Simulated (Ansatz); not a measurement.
# Be chain started as a zigzag under tension and compression, part 2 of 2

Aim: how do moment and conductance of the Be chain started as a zigzag follow its length?

Ansatz 0.2.0; DFT PBE, plane waves, PAW; relaxation of a chain's period (the session's first sound run).

So far, conductance of the lead as this run defines it (G₀): step 4 (the chain at a fixed length, period over the relaxed period …) 3.50; step 6 (period over the relaxed period 0.92, k-mesh 1×1×41) 3.17; step 8 (period over the relaxed period 0.96, k-mesh 1×1×39) 3.00; step 10 (period over the relaxed period 1, k-mesh 1×1×38) 3.00; step 12 (period over the relaxed period 1.04, k-mesh 1×1×36) 3.00.

**14. At a set period, period over the relaxed period 1.08, k-mesh 1×1×35**

This step: DFT PBE, plane waves, PAW; channels and complex bands of a perfect chain (Ansatz 0.2.0).

The period is set to 1.08 times the relaxed one: the two rows can move towards or away from each other, so bond angles take up part of the strain.

input.yaml reads:

```yaml
crystal:
  lattice:
    - [9.0, 0.0, 0.0]
    - [0.0, 7.5, 0.0]
    - [0.0, 0.0, 2.332490504]
  atoms:
    - { symbol: Be, position: [0.4045621976, 0.5, 0.0], spin: 0.5 }
    - { symbol: Be, position: [0.5954378024, 0.5, 0.5], spin: 0.5 }
magnetization:
  spin_polarized: true
kpoints:
  mp_grid: { grid: [1, 1, 35] }
scf:
  occupations: { method: fermi_dirac, width: 0.05 }
hamiltonian:
  xc: pbe
output:
  transmission:
    e_range: [-2, 2]
    de: 0.035
    kmesh: [1, 1]
    reduced_basis: true
    leads: [[0, 0]]
  stress: true
```

On the command line:

```bash
$ ansatz run input.yaml --threads 4 --pin off --max-ram 8192MiB --backend cpu --events-out ev --progress --plain --runs-dir out
```

Run time: 24 s. Hardware: 4 threads of Arm Neoverse V2, shared host; peak memory 0.45 GiB.

At the computed energy nearest the Fermi level there are 3 spin-up and 3 spin-down channels, and the thermal average gives 3.00 G₀. The change of length costs 0.114 eV a cell and leaves no moment.

Between step 4 and this run (period over the relaxed period 1.08 and k-mesh 1×1×35) the value for the conductance of the lead as this run defines it moves from 3.50 G₀ to 3.00 G₀ (-14 %).

**15. At a strained period, period over the relaxed period 1.13, k-mesh 1×1×33**

This step: DFT PBE, plane waves, PAW; relaxation at a fixed period (Ansatz 0.2.0).

The period is set to 1.13 times the relaxed one and the atoms relax within it: the two rows can move towards or away from each other, so bond angles take up part of the strain.

The cell differs from the one that the last finished run ended in (c 2.332 → 2.440 Å).

input.yaml, the sections that differ from step 14:

```yaml
crystal:
  lattice:
    - [9.0, 0.0, 0.0]
    - [0.0, 7.5, 0.0]
    - [0.0, 0.0, 2.4404761755]
  atoms:
    - { symbol: Be, position: [0.402522054, 0.5, 0.0], spin: 0.5 }
    - { symbol: Be, position: [0.597477946, 0.5, 0.5], spin: 0.5 }
kpoints:
  mp_grid: { grid: [1, 1, 33] }
relax:
  max_steps: 40
# magnetization, scf, hamiltonian: as in step 14
# output: removed
```

It took 9.6 s on 4 threads; peak memory 0.37 GiB.

The relaxation ends 5.5 meV an atom lower, with a largest force component of 0.0027 eV/Å.

**16. The chain at a fixed length, period over the relaxed period 1.13, k-mesh 1×1×33**

This step: DFT PBE, plane waves, PAW; channels and complex bands of a perfect chain (Ansatz 0.2.0).

The period is set to 1.13 times the relaxed one: the two rows can move towards or away from each other, so bond angles take up part of the strain.

input.yaml, the sections that differ from step 15:

```yaml
crystal:
  lattice:
    - [9.0, 0.0, 0.0]
    - [0.0, 7.5, 0.0]
    - [0.0, 0.0, 2.4404761755]
  atoms:
    - { symbol: Be, position: [0.406264592, 0.5, 0.0], spin: 0.5 }
    - { symbol: Be, position: [0.593735408, 0.5, 0.5], spin: 0.5 }
output:
  transmission:
    e_range: [-2, 2]
    de: 0.035
    kmesh: [1, 1]
    reduced_basis: true
    leads: [[0, 0]]
  stress: true
# magnetization, kpoints, scf, hamiltonian: as in step 15
# relax: removed
```

Wall time 32 s (4 threads); peak memory 0.5 GiB; 1.8 min of CPU time.

At the computed energy nearest the Fermi level there are 3 spin-up and 3 spin-down channels, and the thermal average gives 2.99 G₀. The change of length costs 0.264 eV a cell and leaves no moment.

Between step 4 and this run (period over the relaxed period 1.13 and k-mesh 1×1×33) the value for the conductance of the lead as this run defines it moves from 3.50 G₀ to 2.99 G₀ (-15 %).

**17. At a strained period, period over the relaxed period 1.2, k-mesh 1×1×31**

This step: DFT PBE, plane waves, PAW; relaxation at a fixed period (Ansatz 0.2.0).

The period is set to 1.2 times the relaxed one and the atoms relax within it: the two rows can move towards or away from each other, so bond angles take up part of the strain.

The cell differs from the one that the last finished run ended in (c 2.440 → 2.592 Å).

input.yaml, the sections that differ from step 16:

```yaml
crystal:
  lattice:
    - [9.0, 0.0, 0.0]
    - [0.0, 7.5, 0.0]
    - [0.0, 0.0, 2.5916561156]
  atoms:
    - { symbol: Be, position: [0.402522054, 0.5, 0.0], spin: 0.5 }
    - { symbol: Be, position: [0.597477946, 0.5, 0.5], spin: 0.5 }
kpoints:
  mp_grid: { grid: [1, 1, 31] }
relax:
  max_steps: 40
# magnetization, scf, hamiltonian: as in step 16
# output: removed
```

The job ended after 4 s (4 threads; peak memory 0.37 GiB).

The relaxation ends 16 meV an atom lower, with a largest force component of 0.0048 eV/Å.

**18. At a set period, period over the relaxed period 1.2, k-mesh 1×1×31**

This step: DFT PBE, plane waves, PAW; channels and complex bands of a perfect chain (Ansatz 0.2.0).

The period is set to 1.2 times the relaxed one: the two rows can move towards or away from each other, so bond angles take up part of the strain.

input.yaml, the sections that differ from step 17:

```yaml
crystal:
  lattice:
    - [9.0, 0.0, 0.0]
    - [0.0, 7.5, 0.0]
    - [0.0, 0.0, 2.5916561156]
  atoms:
    - { symbol: Be, position: [0.4091757374, 0.5, 0.0], spin: 0.06 }
    - { symbol: Be, position: [0.5908242626, 0.5, 0.5], spin: 0.06 }
output:
  transmission:
    e_range: [-2, 2]
    de: 0.035
    kmesh: [1, 1]
    reduced_basis: true
    leads: [[0, 0]]
  stress: true
# magnetization, kpoints, scf, hamiltonian: as in step 17
# relax: removed
```

Run time: 29 s. Hardware: 4 threads; peak memory 0.49 GiB.

At the computed energy nearest the Fermi level there are 1 spin-up and 2 spin-down channels, and the thermal average gives 1.60 G₀. The change of length costs 0.511 eV a cell and leaves an absolute moment of 0.51 μB a cell.

**19. At a strained period, period over the relaxed period 1.3, k-mesh 1×1×29**

This step: DFT PBE, plane waves, PAW; relaxation at a fixed period (Ansatz 0.2.0).

The period is set to 1.3 times the relaxed one and the atoms relax within it: the two rows can move towards or away from each other, so bond angles take up part of the strain.

The cell differs from the one that the last finished run ended in (c 2.592 → 2.808 Å).

input.yaml, the sections that differ from step 18:

```yaml
crystal:
  lattice:
    - [9.0, 0.0, 0.0]
    - [0.0, 7.5, 0.0]
    - [0.0, 0.0, 2.8076274586]
  atoms:
    - { symbol: Be, position: [0.402522054, 0.5, 0.0], spin: 0.5 }
    - { symbol: Be, position: [0.597477946, 0.5, 0.5], spin: 0.5 }
kpoints:
  mp_grid: { grid: [1, 1, 29] }
relax:
  max_steps: 40
# magnetization, scf, hamiltonian: as in step 18
# output: removed
```

The job ended after 3.9 s (4 threads; peak memory 0.39 GiB; 14 s of CPU time).

The relaxation ends 43 meV an atom lower, with a largest force component of 0.0012 eV/Å.

**20. The series together**

Times are for 4 threads of Arm Neoverse V2, shared host. The runs compared:

| no. | period over the relaxed period | k-mesh | free energy less the lowest (eV) | total moment (μB) | time | memory (GiB) |
| --- | --- | --- | --- | --- | --- | --- |
| 1 | 0.88 | 1×1×43 | 0.3858 | 0.2650 | 3.6 s | 0.35 |
| 2 | 0.92 | 1×1×41 | 0.1602 | 0 | 4 s | 0.36 |
| 3 | 0.96 | 1×1×39 | 0.03669 | 0 | 3.7 s | 0.35 |
| 4 | 1 | 1×1×38 | 0 | 0 | 2.7 s | 0.36 |
| 5 | 1.04 | 1×1×36 | 0.03167 | 0 | 4.6 s | 0.36 |
| 6 | 1.08 | 1×1×35 | 0.1121 | 0 | 4.2 s | 0.36 |
| 7 | 1.13 | 1×1×33 | 0.2602 | 0 | 9.6 s | 0.37 |
| 8 | 1.2 | 1×1×31 | 0.5110 | 0.5117 | 4 s | 0.37 |
| 9 | 1.3 | 1×1×29 | 0.9061 | 0.4386 | 3.9 s | 0.39 |

**21. At a set period, period over the relaxed period 1.3, k-mesh 1×1×29**

This step: DFT PBE, plane waves, PAW; channels and complex bands of a perfect chain (Ansatz 0.2.0).

The period is set to 1.3 times the relaxed one: the two rows can move towards or away from each other, so bond angles take up part of the strain.

input.yaml, the sections that differ from step 19:

```yaml
crystal:
  lattice:
    - [9.0, 0.0, 0.0]
    - [0.0, 7.5, 0.0]
    - [0.0, 0.0, 2.8076274586]
  atoms:
    - { symbol: Be, position: [0.4142748503, 0.5, 0.0], spin: 0.05 }
    - { symbol: Be, position: [0.5857251497, 0.5, 0.5], spin: 0.05 }
output:
  transmission:
    e_range: [-2, 2]
    de: 0.035
    kmesh: [1, 1]
    reduced_basis: true
    leads: [[0, 0]]
  stress: true
# magnetization, kpoints, scf, hamiltonian: as in step 19
# relax: removed
```

Wall time 22 s (4 threads); peak memory 0.45 GiB.

Table of open channels of the lead by energy, zero at the Fermi level:

| energy (eV) | spin up | spin down |
| --- | --- | --- |
| -2.00 | 1 | 1 |
| -1.90 | 1 | 1 |
| -1.79 | 1 | 1 |
| -1.69 | 1 | 1 |
| -1.58 | 1 | 1 |
| -1.48 | 1 | 1 |
| -1.37 | 1 | 1 |
| -1.23 | 1 | 1 |
| -1.12 | 1 | 1 |
| -1.02 | 2 | 1 |
| -0.92 | 2 | 1 |
| -0.81 | 2 | 1 |
| -0.70 | 2 | 2 |
| -0.60 | 2 | 2 |
| -0.49 | 2 | 2 |
| -0.39 | 2 | 2 |
| -0.28 | 2 | 2 |
| -0.18 | 3 | 2 |
| -0.07 | 3 | 2 |
| -0.01 | 1 | 2 |
| 0.07 | 1 | 2 |
| 0.17 | 1 | 2 |
| 0.28 | 1 | 1 |
| 0.38 | 1 | 1 |
| 0.48 | 1 | 1 |
| 0.59 | 1 | 1 |
| 0.69 | 1 | 1 |
| 0.80 | 1 | 1 |
| 0.91 | 1 | 1 |
| 1.01 | 1 | 1 |
| 1.11 | 1 | 1 |
| 1.22 | 1 | 1 |
| 1.36 | 2 | 1 |
| 1.47 | 2 | 1 |
| 1.57 | 2 | 2 |
| 1.68 | 2 | 2 |
| 1.78 | 2 | 2 |
| 1.89 | 2 | 2 |
| 1.99 | 4 | 2 |

At the computed energy nearest the Fermi level there are 1 spin-up and 2 spin-down channels, and the thermal average gives 1.58 G₀. The change of length costs 0.907 eV a cell and leaves an absolute moment of 0.44 μB a cell.

**22. Side by side**

Times are for 4 threads of Arm Neoverse V2, shared host. Results by setting:

| no. | period over the relaxed period | conductance of the lead as this run defines it (G₀) | absolute moment (μB) | energy at zero smearing less the lowest (eV) | time | memory (GiB) |
| --- | --- | --- | --- | --- | --- | --- |
| 1 | 0.88 | 3.504 | 0.2651 | 0.3860 | 25 s | 0.54 |
| 2 | 0.92 | 3.170 | 0 | 0.1612 | 23 s | 0.48 |
| 3 | 0.96 | 3.000 | 0 | 0.03711 | 25 s | 0.46 |
| 4 | 1 | 3.000 | 0 | 0 | 25 s | 0.46 |
| 5 | 1.04 | 3.000 | 0 | 0.03296 | 25 s | 0.46 |
| 6 | 1.08 | 2.999 | 0 | 0.1137 | 24 s | 0.45 |
| 7 | 1.13 | 2.994 | 9.80e-4 | 0.2636 | 32 s | 0.5 |
| 8 | 1.2 | 1.605 | 0.5117 | 0.5107 | 29 s | 0.49 |
| 9 | 1.3 | 1.581 | 0.4386 | 0.9067 | 22 s | 0.45 |

**23. The same system on other settings**

This step: DFT PBE, plane waves, PAW; channels and complex bands of a perfect chain; changed: kpoints.mp_grid = "mp_grids", scf.max_iter = 100 (Ansatz 0.2.0).

The input of the run at the relaxed period is made doubtful on purpose.

input.yaml, the sections that differ from step 21:

```yaml
crystal:
  lattice:
    - [9.0, 0.0, 0.0]
    - [0.0, 7.5, 0.0]
    - [0.0, 0.0, 2.1597134297]
  atoms:
    - { symbol: Be, position: [0.4024224086, 0.5, 0.0], spin: 0.5 }
    - { symbol: Be, position: [0.5975775914, 0.5, 0.5], spin: 0.5 }
kpoints:
  mp_grids: { grid: [1, 1, 38] }
scf:
  occupations: { method: fermi_dirac, width: 0.05 }
  max_iter: 100
# magnetization, hamiltonian, output: as in step 21
```

Wall time 0.01 s (4 threads); peak memory 0.06 GiB.

The input was rejected at the start.

The program's message: “Error: YAML parse error: error: line 12 column 3: unknown field `mp_grids`, expected one of mp_grid, list, band_path, initial_grid, further_shifts”

A key was misspelt on purpose.

**24. Summary of results**

```json
{
 "relaxed cell length": "2.160 Å",
 "conductance at period × 0.88": "3.50 G₀",
 "conductance at period × 1.0": "3.00 G₀",
 "conductance at period × 1.13": "2.99 G₀",
 "conductance at period × 1.3": "1.58 G₀",
 "absolute moment at period × 0.88": "0.265 μB",
 "absolute moment at period × 1.0": "0 μB",
 "absolute moment at period × 1.3": "0.439 μB"
}
```

**Reading.** The conductance goes from 3.50 G₀ at the shortest period to 1.58 G₀ at the longest, while the magnetic state changes too. At the relaxed period it forms two rows 1.75 Å apart, with 2.06 Å between atoms of unlike rows and 2.16 Å along a row: a strip of triangles. Transport is coherent and elastic here: the atoms are frozen, so scattering by vibrations plays no part. No search over magnetic orders was made; another may lie lower.

[Logs are printed without paths, hosts, clocks, repeated set-up lines and the standing remarks that a program may print on its own settings, such as how far it seeks lower states.]

[Hosts, paths, dates, database ids (printed as entryN), source tags and the programs' standing remarks are cut or masked in the printed files.]
